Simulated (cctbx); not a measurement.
# What resolution and counting buy: EuPdCl4

Space group I4/mcm (no. 140), a = 7.0600 Å, b = 7.0600 Å, c = 13.1540 Å, α = 90.00°, β = 90.00°, γ = 90.00°.

```csv
atom,mult.,x,y,z,Ueq (Å²)
Eu1,4,1/2,1/2,1/4,0.0027
Pd1,4,1/2,0,0,0.0029
Cl1,16,0.1672,0.3328,0.3711,0.0039
```

The model is made up (kin elements in a known structure type, no relaxation), so it says nothing on whether the phase exists.

Five simulated data sets (cctbx; Ag Kα, λ = 0.56087 Å; 3 % proportional error) differ in resolution or exposure (noise floor 4 counts in the first three, 8 in the last two). Each is refined with the right model, isotropic at 1.1 Å and anisotropic otherwise. How do the figures of merit and the uncertainties move?

| d min (Å) | top counts | ⟨I/σ⟩ (unmerged, absences included) | unique | param. (scale apart) | Rint | R1 | GooF | largest s.u. xyz (fractional) | s.u. U of Cl1 (Å²) | largest error (Å) |
| --- | --- | --- | --- | --- | --- | --- | --- | --- | --- | --- |
| 1.1 | 20000 | 8.5 | 82 | 5 | 0.026 | 0.0074 | 1.02 | 0.00010 | 0.0003 | 0.0010 |
| 0.84 | 20000 | 7.6 | 175 | 11 | 0.025 | 0.0068 | 0.95 | 0.00005 | 0.0001 | 0.0001 |
| 0.6 | 20000 | 6.5 | 451 | 11 | 0.027 | 0.0073 | 0.89 | 0.00003 | 0.0000 | 0.0001 |
| 0.75 | 300 | 1.0 | 237 | 11 | 0.238 | 0.0452 | 0.93 | 0.00047 | 0.0013 | 0.0155 |
| 0.75 | 3000 | 3.7 | 237 | 11 | 0.051 | 0.0154 | 0.94 | 0.00011 | 0.0003 | 0.0031 |

The number of reflections grows roughly as 1/d³: 82, 175 and 451 here. R1 follows the noise rather than the truth: at 300 counts it is 0.0452, at 3000 counts 0.0154, while GooF is 0.93 and 0.94: the weights 1/σ² carry the noise. The s.u. of U (U11 where anisotropic) for Cl1 goes 0.0003, 0.0001, 0.0000 Å² with resolution and 0.0013, 0.0003 Å² with exposure.

Hardware for the 0.6 Å refinement: 0.49 s on 1 thread of Arm Neoverse V2 (shared host), peak memory 0.09 GiB.

[Logs are printed without paths, hosts, clocks, repeated set-up lines and the standing remarks that a program may print on its own settings, such as how far it seeks lower states.]
